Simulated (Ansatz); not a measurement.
# Au (Fm-3m): phonon-mediated transition temperature, part 2 of 2

Wanted: λ, ω_log and Tc of Au (Fm-3m). The cell shown first is a relaxed one, from steps not shown here.

Ansatz 0.2.0; DFT PBE, scalar-relativistic, plane waves, PAW; PAW set soft_1.

So far, coupling constant λ: step 2 (coupling and resistivity: q 4×4×4, k 16×16×16, scattering …) 0.200; step 3 (k-mesh 20×20×20, scattering mesh 32×32×32) 0.198. Also log mean phonon energy ħω_log (meV): step 2 8.28; step 3 8.35.

### 4. Electron–phonon run: q 8×8×8, k 24×24×24, scattering 40×40×40

The next rung changes the q mesh, which sets the reach of the force constants and couplings; the k mesh of the density and its response; the scattering mesh, which samples the Fermi surface.

Contents of input.yaml:

```yaml
crystal:
  lattice:
    - [0.0, 2.079711394, 2.079711394]
    - [2.079711394, 0.0, 2.079711394]
    - [2.079711394, 2.079711394, 0.0]
  atoms:
    - { symbol: Au, position: [0.0, 0.0, 0.0] }
kpoints:
  mp_grid: { grid: [24, 24, 24] }
hamiltonian:
  xc: pbe
  pseudopotentials: { kind: paw, azcp: { folder: soft_1 } }
scf:
  occupations: { method: methfessel_paxton, width: 0.2 }
output:
  eigenvalues: true
phonons:
  method: dfpt
  qmesh: [8, 8, 8]
  temperatures: { t_max: 1000, t_step: 50 }
  qpath:
    path:
      - [[0.0, 0.0, 0.0], [0.5, 0.0, 0.5], [0.625, 0.25, 0.625]]
      - [[0.375, 0.375, 0.75], [0.0, 0.0, 0.0], [0.5, 0.5, 0.5], [0.5, 0.25, 0.75], [0.5, 0.0, 0.5]]
    npoints: 6
  electrical_resistivity:
    mesh: [40, 40, 40]
    temperatures: [20.0, 50.0, 80.0, 100.0, 150.0, 200.0, 273.0, 300.0, 400.0, 500.0, 600.0, 800.0]
  superconductivity: { mesh: [40, 40, 40] }
```

Run with:

```
> ansatz run input.yaml --threads 16 --pin off --max-ram 92160MiB --backend cuda --events-out ev --progress --plain --runs-dir out --max-vram 78GiB
```

Numbers of over 12 decimals in the logs are rounded to 6 here.

Output:

```text
[...]
Crystal: 1 atoms, lattice volume = 17.990 Å³
Basis set: ecut = 420 eV, 339 PW (Γ), exchange–correlation on 40×40×40 points (8 copies of the dense FFT grid, shifted against one another)
Bands: 14, of which v1, the nominal top of the filled ones, is band 10 counted from 1 (9 counted from 0)
Symmetry: 48 space group operations
k-points: 413 of 13824
[...]
SCF iter   1: F=—  HF=-13151.459884 eV  |F-HF|=—  |Δ(HF+E_count)|=         —  Δρ=6.49e-2  dr2=8.66e-1  ethr=3.10e-3  ⟨swp⟩=3.7  Hψ=26912  notcnv=0
[...]
SCF iter   2: F=—  HF=-13151.253991 eV  |F-HF|=—  |Δ(HF+E_count)|=   2.06e-1  S|Δr|=    0.00e0  Δρ=2.91e-2  dr2=1.69e-1  ethr=3.10e-3  ⟨swp⟩=2.0  Hψ=10881  notcnv=0
[...]
SCF iter   8: F=-13151.211939 eV  HF=-13151.211939 eV  |F-HF|=1.82e-12  |Δ(HF+E_count)|=  7.28e-12  S|Δr|=    0.00e0  Δρ=4.01e-8  dr2=3.38e-14  ethr=1.00e-12  ⟨swp⟩=5.5  Hψ=26497  notcnv=0
SCF 1 converged in 8 iterations: F = -13151.211939 eV  dr2 = 3.38e-14
[...]
SCF 2 converged in 8 iterations: F = -13151.211939 eV  dr2 = 3.47e-14
[...]
SCF converged after 8 iterations
[...]
vibrations of 512 cells: unjudged by the run; compare a larger repeat
[...]
--- Superconductivity: potentials and phonons of a 8×8×8 supercell ---
           mesh         λ    ħω_log (meV)  μ* declared at (meV)
       40×40×40    0.1987           8.390                9.758
       20×20×20    0.1996           8.264                9.702
       10×10×10    0.2049           8.204                9.574
  λ by the species' shares of the modes' patterns: Au 0.1987
[...]
0.08      0.001         0.001    none_found    none_found    none_found    none_found     none_found
      0.10      0.000         0.000    none_found    none_found    none_found    none_found     none_found
      0.12      0.000         0.000    none_found    none_found    none_found    none_found     none_found
      0.13      0.000         0.000    none_found    none_found    none_found    none_found     none_found
      0.14      0.000         0.000    none_found    none_found    none_found    none_found     none_found
      0.16      0.000         0.000    none_found    none_found    none_found    none_found     none_found
      0.20          -             -    none_found    none_found    none_found    none_found     none_found
  none_found: no transition down to 0.1 K
[...]
vibrations of 512 cells: unjudged by the run; compare a larger repeat
[...]
```

Run time: 2.7 min. Hardware: 1 × NVIDIA GB200 with 16 threads of Arm Neoverse V2, shared host; peak memory 8 GiB.

This step gave:

```
highest frequency, solved or plainly interpolated : 136.5 cm⁻¹
resistivity at 300 K                              : 2.979 μΩ cm
coupling constant λ                               : 0.1987
density of states at the Fermi level              : 0.146 states/eV a spin and cell
log mean phonon energy ħω_log                     : 8.39 meV
transport coupling constant λ_tr                  : 0.1958, 0.1958, 0.1958 (xx, yy, zz)
Drude plasma energy                               : 8.724, 8.724, 8.724 eV (xx, yy, zz)
resistivity times mean free path                  : 8.679, 8.679, 8.679 × 10⁻¹⁶ Ω m² (xx, yy, zz)
second-moment phonon energy ħω₂                   : 9.758 meV
coupling λ by branch                              : 0.0718, 0.0839, 0.043 (branches by rank of frequency)
```

An empty cell: under 1 mK by a formula, or no transition down to the floor of the Eliashberg search. Transition temperatures:

```tsv
μ*	McMillan Tc (K)	Allen–Dynes Tc (K)
0.08	-	-
0.1	-	-
0.12	-	-
0.13	-	-
0.14	-	-
0.16	-	-
0.2	-	-
```

Eliashberg function α²F against phonon energy; read off at these points:

```tsv
phonon energy (meV)	α²F	α²F tr
0.50	2.5e-4	0
1.00	0.00101	1.0e-4
1.50	0.00194	3.8e-4
2.00	0.00297	0.00101
2.50	0.00437	0.00210
3.00	0.00615	0.00385
3.50	0.0084	0.00650
4.00	0.0112	0.0100
4.50	0.0147	0.0145
5.00	0.0193	0.0204
5.50	0.0257	0.0287
6.00	0.0362	0.0426
6.50	0.0590	0.0727
7.00	0.0873	0.111
7.50	0.114	0.139
8.00	0.144	0.171
8.30	0.155	0.180
8.43	0.157	0.180
8.50	0.156	0.178
9.00	0.146	0.158
9.50	0.0822	0.0859
10.00	0.0807	0.0738
10.50	0.0777	0.0643
11.00	0.0731	0.0558
11.50	0.0672	0.0477
12.00	0.0574	0.0386
12.50	0.0415	0.0276
13.00	0.0140	0.00951
13.50	0.0406	0.0284
14.00	0.0675	0.0485
14.50	0.112	0.0814
15.00	0.115	0.0905
15.20	0.117	0.0954
15.50	0.0795	0.0666
16.00	0.0492	0.042
16.50	0.0199	0.0181
```

The coupling constant from the curve is λ = 0.20; modes below 8.70 meV give half. The most distinct maxima of the Eliashberg function α²F (α²F) lie at 8.43 and 15.20 meV, the highest at 8.43 meV.

### 5. Outcome

```
meshes                        : q 8×8×8, k 24×24×24, scattering 40×40×40
coupling constant λ           : 0.199
log mean phonon energy ħω_log : 8.39 meV
```

What this shows: In the last run (PBE, q 8×8×8, k 24×24×24, scattering 40×40×40), with λ = 0.20 and ħω_log = 8.39 meV, Tc at μ* = 0.13 is under 1 mK by the formulas. Wikipedia's list of superconducting elements holds no transition of Au at normal pressure, in line with the calculation. In that run Allen and Dynes's formula gives no transition above 0.05 K at μ* = 0.10 or more. Over the runs, λ takes the values 0.200, 0.198 and 0.199, in the order shown. No spin–orbit coupling, which matters for Au. μ* is a typed number, phonons are harmonic, and spin fluctuations are left out; with λ this near or under μ*(1 + 0.62 λ), the formulas give Tc only to its order of magnitude, or none.

[Logs are printed without paths, hosts, clocks, repeated set-up lines and the standing remarks that a program may print on its own settings, such as how far it seeks lower states.]

[Hosts, paths, dates, database ids (printed as entryN), source tags and the programs' standing remarks are cut or masked in the printed files.]
